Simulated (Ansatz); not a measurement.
**Glassy 96GeO2-4CaO (mol %) (71 atoms): geometry optimisation**

Aim: bring glassy 96GeO2-4CaO (mol %) (71 atoms) to a nearby minimum of the energy and see what moves.

Main program and level: Ansatz 0.2.0; Kohn-Sham DFT, PBE, PAW (set soft_2), plane waves.

## Step 1: The starting structure

The cell holds 71 atoms: 23 Ge, 1 Ca and 47 O. Cell: a = 10.460 Å, b = 10.460 Å, c = 10.460 Å, α = 90.0°, β = 90.0°, γ = 90.0°. 71 atoms (23 Ge, 1 Ca, 47 O) placed at random at 3.67 g/cm³, melted at 4000 K for 10 ps at fixed volume with the Morse and Coulomb pair potential with partial charges (Pedone, Malavasi, Menziani, Cormack and Segre, J. Phys. Chem. B 110, 11780 (2006)). Quenched from 2500 K to 300 K at 500 K/ps and fixed volume, held 10 ps at zero pressure.

Before any run, some limits are plain. The quench rate of 500 K/ps far exceeds what a furnace or splat quench reaches, so expect more defects and frozen-in strain than in a real sample. The network of bonds at the start is that of the classical potential that made the cell. The Brillouin zone is sampled at Γ only, in a cell whose shortest periodic width is 10 Å.

## Step 2: Single point at the start

A single point comes first, to see the forces before anything moves.

Input file input.yaml:

```yaml
crystal:
  lattice:
    - [10.4603, 0.0, 0.0]
    - [0.0, 10.4603, 0.0]
    - [0.0, 0.0, 10.4603]
  atoms:
    - { symbol: Ge, position: [0.54311, 0.58149, 0.67027] }
    - { symbol: Ge, position: [0.39802, 0.53666, 0.38632] }
    - { symbol: Ge, position: [0.08729, 0.19998, 0.13171] }
    - { symbol: Ge, position: [0.77224, 0.09098, 0.42404] }
    - { symbol: Ge, position: [0.54998, 0.10895, 0.19487] }
    - { symbol: Ge, position: [0.98589, 0.81297, 0.76214] }
    - { symbol: Ge, position: [0.2109, 0.44604, 0.97711] }
    - { symbol: Ge, position: [0.38192, 0.32164, 0.76728] }
    - { symbol: Ge, position: [0.1301, 0.74995, 0.03668] }
    - { symbol: Ge, position: [0.41706, 0.87044, 0.72968] }
    - { symbol: Ge, position: [0.91619, 0.58849, 0.20168] }
    - { symbol: Ge, position: [0.33883, 0.05522, 0.9796] }
    - { symbol: Ge, position: [0.49447, 0.40186, 0.13068] }
    - { symbol: Ge, position: [0.79971, 0.07086, 0.02704] }
    - { symbol: Ge, position: [0.28879, 0.94697, 0.43637] }
    - { symbol: Ge, position: [0.72073, 0.01015, 0.73278] }
    - { symbol: Ge, position: [0.39238, 0.78933, 0.19672] }
    - { symbol: Ge, position: [0.69193, 0.75715, 0.08702] }
    - { symbol: Ge, position: [0.24762, 0.2614, 0.4724] }
    - { symbol: Ge, position: [0.8625, 0.60575, 0.58175] }
    - { symbol: Ge, position: [0.75256, 0.49475, 0.95092] }
    - { symbol: Ge, position: [0.97028, 0.34678, 0.40426] }
    - { symbol: Ge, position: [0.99591, 0.85947, 0.46247] }
    - { symbol: Ca, position: [0.01148, 0.39475, 0.72119] }
    - { symbol: O, position: [0.16586, 0.60011, 0.97512] }
    - { symbol: O, position: [0.75179, 0.91105, 0.05957] }
    - { symbol: O, position: [0.34774, 0.94485, 0.85586] }
    - { symbol: O, position: [0.89967, 0.457, 0.53656] }
    - { symbol: O, position: [0.09119, 0.29661, 0.52754] }
    - { symbol: O, position: [0.45522, 0.02162, 0.09011] }
    - { symbol: O, position: [0.39062, 0.20144, 0.88714] }
    - { symbol: O, position: [0.46148, 0.57031, 0.52862] }
    - { symbol: O, position: [0.74054, 0.0808, 0.58502] }
    - { symbol: O, position: [0.78306, 0.08666, 0.85962] }
    - { symbol: O, position: [0.10696, 0.34372, 0.04713] }
    - { symbol: O, position: [0.34509, 0.6635, 0.30453] }
    - { symbol: O, position: [0.4954, 0.43343, 0.7438] }
    - { symbol: O, position: [0.35808, 0.89375, 0.57998] }
    - { symbol: O, position: [0.6755, 0.15448, 0.08757] }
    - { symbol: O, position: [0.04894, 0.81948, 0.90825] }
    - { symbol: O, position: [0.14147, 0.88495, 0.40186] }
    - { symbol: O, position: [0.39698, 0.90992, 0.31887] }
    - { symbol: O, position: [0.70082, 0.65614, 0.95849] }
    - { symbol: O, position: [0.27201, 0.80894, 0.093] }
    - { symbol: O, position: [0.83165, 0.87869, 0.74316] }
    - { symbol: O, position: [0.56782, 0.94129, 0.74355] }
    - { symbol: O, position: [0.84829, 0.23491, 0.39649] }
    - { symbol: O, position: [0.51002, 0.4899, 0.27354] }
    - { symbol: O, position: [0.92486, 0.71502, 0.47588] }
    - { symbol: O, position: [0.35287, 0.44487, 0.05592] }
    - { symbol: O, position: [0.23978, 0.40447, 0.81381] }
    - { symbol: O, position: [0.47697, 0.25124, 0.1966] }
    - { symbol: O, position: [0.0788, 0.25584, 0.28562] }
    - { symbol: O, position: [0.46272, 0.70879, 0.7387] }
    - { symbol: O, position: [0.29522, 0.41008, 0.41407] }
    - { symbol: O, position: [0.61926, 0.42559, 0.02714] }
    - { symbol: O, position: [0.82316, 0.43571, 0.821] }
    - { symbol: O, position: [0.33559, 0.26107, 0.62081] }
    - { symbol: O, position: [0.27338, 0.11272, 0.41859] }
    - { symbol: O, position: [0.53126, 0.75589, 0.13245] }
    - { symbol: O, position: [0.04206, 0.88768, 0.62324] }
    - { symbol: O, position: [0.70274, 0.61146, 0.63326] }
    - { symbol: O, position: [0.64014, 0.07454, 0.33163] }
    - { symbol: O, position: [0.03428, 0.70822, 0.16142] }
    - { symbol: O, position: [0.94329, 0.12143, 0.09381] }
    - { symbol: O, position: [0.87284, 0.51238, 0.06804] }
    - { symbol: O, position: [0.95804, 0.4749, 0.30069] }
    - { symbol: O, position: [0.78389, 0.6902, 0.20373] }
    - { symbol: O, position: [0.20825, 0.11248, 0.05759] }
    - { symbol: O, position: [0.97023, 0.65444, 0.71274] }
    - { symbol: O, position: [0.87506, 0.96123, 0.41186] }
kpoints:
  mp_grid: { grid: [1, 1, 1] }
hamiltonian:
  xc: pbe
scf:
  occupations: { method: gaussian, width: 0.025 }
output:
  forces: true
  stress: true
  populations: true
  dos:
    method: { smearing: { sigma: 0.08 } }
    de: 0.1
    projected: { site_lists: { Ca: [Ca], Ge: [Ge], O: [O] } }
  eigenvalues: true
```

On the command line:

```console
$ ansatz run input.yaml --threads 4 --pin off --max-ram 8192MiB --backend cpu --events-out ev --progress --plain --runs-dir out
```

Numbers of over 12 decimals in the logs are rounded to 6 here.

The program printed:

```text
Engine: ansatz 0.2.0, aarch64-unknown-linux-gnu
Pseudopotentials: kind: paw
Pseudopotential: Ge, paw, valence charge 14, recommended cutoff 420 eV (normal), Ge.paw.azcp
Pseudopotential: Ca, paw, valence charge 10, recommended cutoff 420 eV (normal), Ca.paw.azcp
Pseudopotential: O, paw, valence charge 6, recommended cutoff 420 eV (normal), O.paw.azcp
Functional definition: PBE
  parameter kappa = 0.804
  parameter beta = 0.066725
  exchange = pbe_x(kappa = kappa, mu = beta*pi^2/3)
  correlation = pbe_c(beta = beta)
Crystal: 71 atoms, lattice volume = 1144.544 Å³
Basis set: ecut = 420 eV, 22335 PW (Γ), exchange–correlation on 144×144×144 points (8 copies of the dense FFT grid, shifted against one another)
Bands: 378, of which v1, the nominal top of the filled ones, is band 307 counted from 1 (306 counted from 0)
Symmetry: 1 space group operations
Space group: P1 (ITA 1), of the structure as read, at distance tolerance 1.0e-4 Å
k-points: 1
Non-local potential: Ge, projectors of the file, l = 0: 2, l = 1: 2, l = 2: 3, l = 3: 1
Non-local potential: Ca, projectors of the file, l = 0: 3, l = 1: 2, l = 2: 2
Non-local potential: O, projectors of the file, l = 0: 2, l = 1: 2, l = 2: 1
PAW form: soft (Blöchl's): semilocal exchange-correlation on the pseudo side does not see the compensation charge
PAW one-centre angular grid: Ge, 590 points (default); XC on 64 Gauss nodes
PAW one-centre angular grid: Ca, 110 points (default); XC on 64 Gauss nodes
PAW one-centre angular grid: O, 110 points (default); XC on 64 Gauss nodes
Initial density: superposition of atomic densities (neutral atoms: chi_scale 0, normalization atom), corrected by the library's trained network
Initial wavefunctions: pseudopotential atomic-orbital guess
Functional: x = pbe(κ = 0.804, μ = 0.219515), c = pbe(β = 0.066725)
SCF iter   1: F=—  HF=-127255.403534 eV  |F-HF|=—  |Δ(HF+E_count)|=         —  Δρ=3.03e-3  dr2=9.55e-2  ethr=1.77e-3  ⟨swp⟩=7.0  Hψ=1608  notcnv=0  defer=9
preconditioner: auto → Resta (q_TF=auto, 2.459 Å⁻¹)  ε∞=2.7  [insulator: Δε(μ)=1.687 eV  Ē_g=20.789 eV  σ=0.025 eV  W_gap=1.00  n_scr=256 (ndim 8)  ℏωp=27.2 eV  f_vac=0.288  D(μ)=0.00/eV (n_scr^D=0)  ε∞_Penn≈2.7]
SCF iter   2: F=—  HF=-127255.403344 eV  |F-HF|=—  |Δ(HF+E_count)|=   1.91e-4  Δρ=1.58e-3  dr2=1.87e-2  ethr=1.56e-5  ⟨swp⟩=2.0  Hψ=631  notcnv=0  defer=63
SCF iter   3: F=—  HF=-127255.404690 eV  |F-HF|=—  |Δ(HF+E_count)|=   1.35e-3  Δρ=6.47e-4  dr2=5.24e-3  ethr=3.04e-6  ⟨swp⟩=2.0  Hψ=467  notcnv=0  defer=63
SCF iter   4: F=—  HF=-127255.405084 eV  |F-HF|=—  |Δ(HF+E_count)|=   3.95e-4  Δρ=2.02e-4  dr2=5.21e-4  ethr=8.54e-7  ⟨swp⟩=2.0  Hψ=511  notcnv=0  defer=63
SCF iter   5: F=—  HF=-127255.405094 eV  |F-HF|=—  |Δ(HF+E_count)|=   9.43e-6  Δρ=1.16e-4  dr2=1.60e-4  ethr=8.49e-8  ⟨swp⟩=2.0  Hψ=511  notcnv=0  defer=63
SCF iter   6: F=—  HF=-127255.405119 eV  |F-HF|=—  |Δ(HF+E_count)|=   2.53e-5  Δρ=3.35e-5  dr2=1.28e-5  ethr=2.60e-8  ⟨swp⟩=2.0  Hψ=459  notcnv=0  defer=63
SCF iter   7: F=—  HF=-127255.406377 eV  |F-HF|=—  |Δ(HF+E_count)|=   1.26e-3  Δρ=1.95e-5  dr2=3.78e-6  ethr=2.09e-9  ⟨swp⟩=2.0  Hψ=685  notcnv=0  defer=63
SCF iter   8: F=—  HF=-127255.406378 eV  |F-HF|=—  |Δ(HF+E_count)|=   1.83e-7  Δρ=5.04e-6  dr2=2.94e-7  ethr=6.15e-10  ⟨swp⟩=2.0  Hψ=483  notcnv=0  defer=63
SCF iter   9: F=-127255.406378 eV  HF=-127255.406378 eV  |F-HF|=3.63e-8  |Δ(HF+E_count)|=   1.06e-7  Δρ=2.57e-6  dr2=7.03e-8  ethr=1.63e-11  ⟨swp⟩=12.0  Hψ=1886  notcnv=0
SCF 1 converged in 9 iterations: F = -127255.406378 eV  dr2 = 7.03e-8
  greatest PAW one-centre occupation: 0.999 electrons in one spin orbital (limit 2), on the Ge atom at site 21 (counted from 0), in its partial waves of l = 2
SCF converged after 9 iterations
Free energy (F): -127255.406378 eV
Harris-Foulkes:  -127255.406378 eV  (|F-HF|=3.63e-8)
Internal energy: -127255.406378 eV  (E = F + TS)
E sigma→0 (E₀):  -127255.406378 eV
Fermi energy:    3.988560 eV
--- Per-component energies (eV) ---
  E_band       = -6481.685685
  E_kinetic    = 11112.524012
  E_local      = -98929.272254  (includes V_loc(G=0)·N_el)
  E_nonlocal   = 12149.668188
  E_hartree    = 42224.518759
  E_xc         = -5294.576431
  E_vxc        = -6025.612447  (∫ρ·V_xc dr)
  E_paw        = -54937.898195  (= ΣΔE_a)
  E_vpaw       = -9238.160488  (= ΣTr[D̂ρ^β])
  E_aug_tail   = 0.125726  (compensation charges beyond the density's cutoff)
  E_ewald      = -33580.496181
  E_smearing   = -0.000000  (= −TS)
  E_closure    = 0.000000  (closes the sum)
  Σ components = -127255.406378   (vs F -127255.406378, Δ=0.00e0)
--- Forces (eV/Å), atoms counted from 1 ---
  atom   1  Ge    -0.32843700    -0.65130833    -0.17288340
  atom   2  Ge     0.81010267    -1.83666497    -1.11115555
  atom   3  Ge    -0.85193602     0.90255937    -0.53063675
  atom   4  Ge     1.57266277    -0.09543311     0.81770710
  atom   5  Ge     2.74491817     0.18160933    -1.03785971
  atom   6  Ge    -2.79154787     0.73167770    -3.02942015
  atom   7  Ge     1.34058108    -0.53527424    -0.29055184
  atom   8  Ge    -1.69927678    -1.72471565     0.37635428
  atom   9  Ge    -0.79004898    -2.15612696    -0.34534866
  atom  10  Ge     2.90512113    -0.45704288    -0.53638353
  atom  11  Ge    -0.60777758     3.27053487    -2.33449215
  atom  12  Ge     1.36512008     2.55788534    -2.34709181
  atom  13  Ge     0.38758661     0.96113954     0.47805869
  atom  14  Ge    -0.36107335    -1.51463151    -0.74557687
[...]
atom  70  O     -0.26164706    -2.55974736    -0.09347692
  atom  71  O      0.48186534    -0.42186550    -1.23542263
  max |Σ_I F_I| component: 7.35e-5 eV/Å
--- Stress (GPa, compression-positive) ---
        5.071554      -1.397154      -0.107349
       -1.397154       5.744604       1.087710
       -0.107349       1.087710       5.660838
  P = ⅓ Tr σ = 5.4923 GPa (54.923 kbar)
--- Band table (eV) ---
  k-point 0: bands = ["-36.3314", "-21.8581", "-21.7817", "-21.7288", [... 362 levels ...], "12.2695", "12.3163", "12.3675", "12.3977", "12.4818", "12.5253", "12.5491", "12.6299", "12.6762", "12.7147", "12.7233", "12.7794"]
--- Löwdin populations: 71 sites ---
  site symbol       q [e]
     0     Ge     12.3314
     1     Ge     12.3279
     2     Ge     12.3586
[...]
70      O      6.7725
  spilling = 0.005392 (of n_electrons = 614.000000)
```

Run time: 17 s. Hardware: 4 threads of Arm Neoverse V2, shared host; peak memory 1.5 GiB; 61 s of CPU time.

Reading the cycles: dr2 is the Hartree energy of the density residual (eV), the measure of convergence; HF is the Harris–Foulkes estimate of the energy, which meets the free energy F at convergence.

The run gave:

- free energy: -127255.4064 eV
- free energy per atom: -1792.3297 eV/atom
- SCF cycles: 9
- pressure: 5.492 GPa
- r.m.s. force component: 1.289 eV/Å
- longest force: 4.452 eV/Å
- Fermi energy: 3.989 eV
- gap (highest filled to lowest empty level): 1.614 eV
- spilling of the projection: 0.005392

The r.m.s. force component of 1.3 eV/Å and the pressure of 5.5 GPa set the starting point.

Neighbours are counted within 2.27 Å (O-Ge), 2.83 Å (O-Ca).

Length of the force by element and coordination:

| element | coordination | atoms | mean length of the force (eV/Å) | spread | least | most |
| --- | --- | --- | --- | --- | --- | --- |
| Ca | all | 1 | 0.699 | 0 | 0.699 | 0.699 |
| Ge | all | 23 | 2.45 | 1.09 | 0.750 | 4.45 |
| Ge | 4 | 22 | 2.51 | 1.08 | 0.750 | 4.45 |
| Ge | 5 | 1 | 1.26 | 0 | 1.26 | 1.26 |
| O | all | 47 | 1.84 | 0.780 | 0.277 | 3.29 |
| O | 2 | 43 | 1.81 | 0.793 | 0.277 | 3.29 |
| O | 3 | 4 | 2.18 | 0.522 | 1.56 | 2.80 |

## Step 3: Relaxation

The atoms are relaxed in the fixed cell, aiming at the force tolerance of the input.

input.yaml, the sections that differ from step 2:

```yaml
output:
  forces: true
relax:
  f_tol: 0.05
  max_steps: 200
# crystal, kpoints, hamiltonian, scf: as in step 2
```

The program printed:

```text
[...]
Crystal: 71 atoms, lattice volume = 1144.544 Å³
Basis set: ecut = 420 eV, 22335 PW (Γ), exchange–correlation on 144×144×144 points (8 copies of the dense FFT grid, shifted against one another)
Bands: 378, of which v1, the nominal top of the filled ones, is band 307 counted from 1 (306 counted from 0)
Symmetry: 1 space group operations
[...]
k-points: 1
[...]
SCF iter   1: F=—  HF=-127255.403535 eV  |F-HF|=—  |Δ(HF+E_count)|=         —  Δρ=3.03e-3  dr2=9.55e-2  ethr=1.77e-3  ⟨swp⟩=7.0  Hψ=1608  notcnv=0  defer=9
[...]
SCF iter   6: F=-127255.406374 eV  HF=-127255.406374 eV  |F-HF|=1.07e-7  |Δ(HF+E_count)|=   2.55e-6  Δρ=3.37e-5  dr2=1.29e-5  ethr=1.02e-8  ⟨swp⟩=2.0  Hψ=1211  notcnv=0
SCF 1 converged in 6 iterations: F = -127255.406374 eV  dr2 = 1.29e-5
[...]
relax step   1: F+E_penalty+E_count = -127255.40637352 eV  Δ(F+E_penalty+E_count) = +0.000e0 eV  max|allowed force component| = 4.335e0 eV/Å  Δτ_max = 0.0000 Å  (6 SCF iters, dr2 threshold 6.25e-5 eV, accepted)
[...]
relax step   2: F+E_penalty+E_count = -127260.64789608 eV  Δ(F+E_penalty+E_count) = -5.242e0 eV  max|allowed force component| = 2.249e0 eV/Å  Δτ_max = 0.1897 Å  (8 SCF iters, dr2 threshold 1.00e-4 eV, accepted)
[...]
relax step   3: F+E_penalty+E_count = -127263.81415333 eV  Δ(F+E_penalty+E_count) = -3.166e0 eV  max|allowed force component| = 5.592e-1 eV/Å  Δτ_max = 0.1948 Å  (7 SCF iters, dr2 threshold 1.00e-4 eV, accepted)
relax step   4: F+E_penalty+E_count = -127264.48804747 eV  Δ(F+E_penalty+E_count) = -6.739e-1 eV  max|allowed force component| = 2.899e-1 eV/Å  Δτ_max = 0.2000 Å  (8 SCF iters, dr2 threshold 1.95e-5 eV, accepted)
relax step   5: F+E_penalty+E_count = -127264.81941913 eV  Δ(F+E_penalty+E_count) = -3.314e-1 eV  max|allowed force component| = 1.665e-1 eV/Å  Δτ_max = 0.2000 Å  (8 SCF iters, dr2 threshold 5.25e-6 eV, accepted)
relax step   6: F+E_penalty+E_count = -127264.93774990 eV  Δ(F+E_penalty+E_count) = -1.183e-1 eV  max|allowed force component| = 1.857e-1 eV/Å  Δτ_max = 0.2000 Å  (8 SCF iters, dr2 threshold 7.45e-6 eV, accepted)
relax step   7: F+E_penalty+E_count = -127264.94573963 eV  Δ(F+E_penalty+E_count) = -7.990e-3 eV  max|allowed force component| = 3.149e-1 eV/Å  Δτ_max = 0.2000 Å  (7 SCF iters, dr2 threshold 1.14e-5 eV, accepted)
relax step   8: F+E_penalty+E_count = -127264.96711745 eV  Δ(F+E_penalty+E_count) = -2.138e-2 eV  max|allowed force component| = 8.893e-2 eV/Å  Δτ_max = 0.0561 Å  (5 SCF iters, dr2 threshold 9.91e-5 eV, accepted)
relax step   9: F+E_penalty+E_count = -127264.96603078 eV  Δ(F+E_penalty+E_count) = +1.087e-3 eV  max|allowed force component| = 7.919e-2 eV/Å  Δτ_max = 0.0418 Å  (9 SCF iters, rejected (line search))
relax step  10: F+E_penalty+E_count = -127264.96884649 eV  Δ(F+E_penalty+E_count) = -1.729e-3 eV  max|allowed force component| = 7.326e-2 eV/Å  Δτ_max = 0.0166 Å  (9 SCF iters, accepted)
relax step  11: F+E_penalty+E_count = -127264.96955266 eV  Δ(F+E_penalty+E_count) = -7.062e-4 eV  max|allowed force component| = 3.940e-2 eV/Å  Δτ_max = 0.1000 Å  (8 SCF iters, accepted)
[...]
relax step  12: F+E_penalty+E_count = -127264.97142667 eV  Δ(F+E_penalty+E_count) = -1.874e-3 eV  max|allowed force component| = 2.214e-2 eV/Å  Δτ_max = 0.0624 Å  (8 SCF iters, accepted)
SCF converged after 8 iterations
Free energy (F): -127264.971427 eV
[...]
Internal energy: -127264.971427 eV  (E = F + TS)
E sigma→0 (E₀):  -127264.971427 eV
Fermi energy:    3.992309 eV
[...]
--- Forces (eV/Å), atoms counted from 1 ---
  atom   1  Ge    -0.00157805    -0.00199068     0.00528018
  atom   2  Ge     0.00163002    -0.00343760    -0.00866177
  atom   3  Ge    -0.00235431     0.00670545    -0.00262200
  atom   4  Ge    -0.00164899     0.00186569    -0.00178904
  atom   5  Ge     0.01126486    -0.00831490    -0.00169114
  atom   6  Ge    -0.00239592     0.00426695     0.00546126
  atom   7  Ge    -0.00548097    -0.00016929    -0.00472594
  atom   8  Ge    -0.00609474     0.00975732     0.00145258
  atom   9  Ge     0.00648220    -0.00532120     0.00058246
  atom  10  Ge    -0.01149072    -0.01237699    -0.02213740
  atom  11  Ge     0.00554294     0.00324807     0.00116916
  atom  12  Ge    -0.00683282     0.00198372    -0.00342905
  atom  13  Ge     0.00590118    -0.00547427     0.01192448
  atom  14  Ge     0.00182715     0.00713090     0.00618770
[...]
atom  70  O      0.00044352     0.00696069     0.00099385
  atom  71  O      0.00122931     0.00191536    -0.00033807
  max |Σ_I F_I| component: 3.55e-5 eV/Å
--- Relaxed structure (12 steps of the walk, 11 accepted, 0 SCFs on fresh bases) ---
  F+E_penalty+E_count = -127264.97142667 eV   max|allowed force component| = 2.214e-2 eV/Å
  atoms:
    - { symbol: Ge, position: [0.525409, 0.600901, 0.655654] }
    - { symbol: Ge, position: [0.390235, 0.531859, 0.375549] }
    - { symbol: Ge, position: [0.094580, 0.193414, 0.112512] }
    - { symbol: Ge, position: [0.787287, 0.092776, 0.423334] }
[...]
- { symbol: O, position: [0.914423, 0.983966, 0.395181] }
```

Elapsed: 1.7 min, on 4 threads; peak memory 1.4 GiB; 6.4 min of CPU time.

Relaxation path:

```csv
step,energy less that of the first step (eV),largest force component (eV/Å)
1,0.0000,4.3349
2,-5.2415,2.2491
3,-8.4078,0.5592
4,-9.0817,0.2899
5,-9.4130,0.1665
6,-9.5314,0.1857
7,-9.5394,0.3149
8,-9.5607,0.0889
9,-9.5597,0.0792
10,-9.5625,0.0733
11,-9.5632,0.0394
12,-9.5651,0.0221
```

Relaxation step 9 was tried and not accepted.

The atoms that moved most (Å):

| atom | dx | dy | dz | length |
| --- | --- | --- | --- | --- |
| O65 | 0.436 | -0.535 | -0.250 | 0.734 |
| O39 | 0.602 | 0.185 | 0.121 | 0.641 |
| O35 | -0.149 | -0.254 | -0.561 | 0.634 |
| O46 | 0.025 | 0.602 | 0.106 | 0.612 |
| O66 | -0.118 | -0.492 | 0.324 | 0.601 |
| O32 | -0.487 | 0.313 | -0.015 | 0.579 |
| O45 | -0.408 | -0.392 | 0.016 | 0.566 |
| O30 | 0.467 | 0.078 | -0.227 | 0.525 |

The relaxation changed the energy by -135 meV/atom, and atoms moved by 0.35 Å r.m.s., 0.73 Å at most.

## Step 4: Structure statistics after relaxation

Density 3.57 g/cm³, 16.12 Å³ an atom.

Pair distribution functions g(r), in bins of 0.2 Å:

```
r (Å)  total   O-O   O-Ge  O-Ca  Ge-Ge  Ge-Ca  Ca-Ca
 1.60   0.06  0.00   0.15  0.00   0.00   0.00   0.00
 1.80   5.13  0.00  11.98  0.00   0.00   0.00   0.00
 2.00   0.05  0.00   0.11  0.00   0.00   0.00   0.00
 2.20   0.08  0.00   0.09  2.15   0.00   0.00   0.00
 2.40   0.06  0.00   0.00  3.37   0.00   0.00   0.00
 2.60   0.08  0.18   0.00  0.00   0.00   0.00   0.00
 2.80   1.73  3.77   0.05  2.61   0.00   0.00   0.00
 3.00   1.76  3.62   0.09  1.13   1.12   0.00   0.00
 3.20   0.88  0.78   0.41  0.91   3.17   2.02   0.00
 3.40   0.77  0.50   0.62  0.00   2.58   1.69   0.00
 3.60   0.79  0.80   0.86  0.00   0.55   1.55   0.00
 3.80   0.64  0.40   1.02  0.00   0.11   1.43   0.00
 4.00   1.15  0.71   1.75  1.23   0.64   0.00   0.00
 4.20   1.04  0.52   1.62  0.53   0.78   3.41   0.00
 4.40   1.08  0.68   1.68  1.53   0.35   0.00   0.00
 4.60   1.22  0.70   1.71  1.41   1.38   0.96   0.00
 4.80   0.84  0.93   0.75  0.83   0.83   0.87   0.00
 5.00   1.04  1.40   0.54  1.92   1.37   1.61   0.00
```

[end of part 1 of 2]

[Logs are printed without paths, hosts, clocks, repeated set-up lines and the standing remarks that a program may print on its own settings, such as how far it seeks lower states.]

[Hosts, paths, dates, database ids (printed as entryN), source tags and the programs' standing remarks are cut or masked in the printed files.]
